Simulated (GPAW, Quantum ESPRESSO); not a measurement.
Consider CdCu2GeSe4 (I-42m).

```cif
data_structure
_symmetry_space_group_name_H-M 'P 1'
_symmetry_Int_Tables_number 1
_cell_length_a 6.8604
_cell_length_b 6.8604
_cell_length_c 6.8604
_cell_angle_alpha 130.464
_cell_angle_beta 130.464
_cell_angle_gamma 72.665
_cell_volume 182.61
loop_
_atom_site_label
_atom_site_type_symbol
_atom_site_fract_x
_atom_site_fract_y
_atom_site_fract_z
_atom_site_occupancy
Cd1 Cd 0.00000 0.00000 0.00000 1
Se2 Se 0.13680 0.59580 0.00000 1
Se3 Se 0.86320 0.86320 0.45900 1
Se4 Se 0.59580 0.13680 0.00000 1
Se5 Se 0.40420 0.40420 0.54100 1
Ge6 Ge 0.50000 0.50000 0.00000 1
Cu7 Cu 0.75000 0.25000 0.50000 1
Cu8 Cu 0.25000 0.75000 0.50000 1
```

Absorber: atom 7, with 4 Se at 2.41 Å (tetrahedral, site symmetry -4). Method: Quantum ESPRESSO XSpectra, LDA, excited-electron core hole (neutral cell), 8-atom cell with 5.7 Å between holes, 5×5×5 k points, dipole transitions, Lorentzian half width 0.78 eV.

**Question.** What does the Cu K edge look like?

Main maxima up to 30 eV above the zero (height): 5.6 eV (1.22), 11.9 eV (1.41), 16.3 eV (1.06), 26.8 eV (1.19) and 29.4 eV (1.23). A K edge sees empty p states on the absorber. The total-energy difference is 8995.90 eV. One term is added: -29.79 eV, since the hole is spin-paired here and a spin-polarised one costs that much less in the free atom (computed apart). The photon energy is then 8966.11 eV. The tabulated edge of the element is 8979 eV. The functional leaves an error in such absolute values: in the free atom LDA prices this hole 18.3 eV below PBE (computed apart), and PBE is itself good to a few eV.

The Cu K spectrum (energy from the energy zero of the input (xe0, at the border of filled and empty states); intensity scaled to a mean of 1 over the first 20 eV; the points at xe0, where the cut of filled states can leave a spike, are interpolated; polarised curves are means over the symmetry-equivalent atoms):

```csv
E (eV),isotropic,ε ⊥ c,ε ∥ c
-2.0,0.08,0.07,0.08
-1.5,0.09,0.09,0.09
-1.0,0.11,0.11,0.11
-0.5,0.15,0.15,0.14
0.0,0.21,0.21,0.19
0.5,0.27,0.28,0.25
1.0,0.37,0.38,0.35
1.5,0.46,0.45,0.48
2.0,0.54,0.49,0.62
2.5,0.62,0.54,0.78
3.0,0.72,0.62,0.93
3.5,0.85,0.76,1.04
4.0,0.97,0.89,1.14
4.5,1.06,0.99,1.18
5.0,1.15,1.13,1.18
5.5,1.21,1.26,1.12
6.0,1.21,1.28,1.07
6.5,1.14,1.21,1.01
7.0,1.08,1.14,0.95
7.5,1.05,1.10,0.95
8.0,1.05,1.08,1.01
8.5,1.05,1.05,1.05
9.0,1.00,1.00,1.00
9.5,0.96,0.98,0.94
10.0,1.02,1.04,0.98
10.5,1.15,1.17,1.11
11.0,1.29,1.31,1.25
11.5,1.39,1.39,1.39
12.0,1.40,1.39,1.43
12.5,1.36,1.35,1.40
13.0,1.29,1.28,1.29
13.5,1.16,1.16,1.15
14.0,1.08,1.09,1.06
14.5,1.06,1.07,1.04
15.0,1.03,1.04,1.01
15.5,1.03,1.04,1.01
16.0,1.05,1.05,1.05
16.5,1.06,1.05,1.07
17.0,1.04,1.05,1.03
17.5,1.04,1.06,1.01
18.0,1.04,1.05,1.03
18.5,1.04,1.02,1.07
19.0,1.03,1.01,1.07
19.5,1.01,1.00,1.03
20.0,0.99,0.99,0.99
20.5,0.98,0.98,0.97
21.0,0.99,0.99,0.99
21.5,1.02,1.02,1.01
22.0,1.04,1.05,1.02
22.5,1.05,1.06,1.03
23.0,1.06,1.07,1.04
23.5,1.07,1.08,1.05
24.0,1.07,1.06,1.08
24.5,1.07,1.06,1.10
25.0,1.07,1.07,1.09
25.5,1.08,1.08,1.08
26.0,1.13,1.13,1.13
26.5,1.18,1.18,1.19
27.0,1.18,1.18,1.18
27.5,1.14,1.14,1.16
28.0,1.13,1.12,1.15
28.5,1.16,1.16,1.16
29.0,1.22,1.23,1.19
29.5,1.22,1.24,1.19
30.0,1.18,1.18,1.16
30.5,1.13,1.12,1.14
31.0,1.10,1.09,1.14
31.5,1.10,1.09,1.12
32.0,1.11,1.12,1.09
```

XSpectra leaves a spike where filled states are cut (about half a line width round xe0); it is interpolated away in tables and plots. The unit cell's mesh shows no gap over 0.35 eV. That is right for a metallic compound; for a small-gap or correlated insulator it would be the fault of the functional or of the assumed magnetic order, and the hole would be screened too well. The holes are only 5.7 Å apart, so the shape is probably not converged with cell size; no larger cell was run here. Lifetime broadening is put in by hand, and intensities beyond about 20 eV depend on it and on the partial waves. The structure is a published determination, not relaxed.

[Banner, clock and machine lines of the logs are left out without a mark of their own.]

[Logs are printed without paths, hosts, clocks, repeated set-up lines and the standing remarks that a program may print on its own settings, such as how far it seeks lower states.]

[Hosts, paths, dates, database ids (printed as entryN), source tags and the programs' standing remarks are cut or masked in the printed files.]

[Lists of maxima count a maximum above −3 eV only where it reaches 4 % of the highest in the window and stands out from its surroundings by 2 % of it (1.5 % where it reaches 55 %); shoulders and weaker maxima are passed over, and of the rest the first, up to two pre-edge ones and the few strongest are named.]
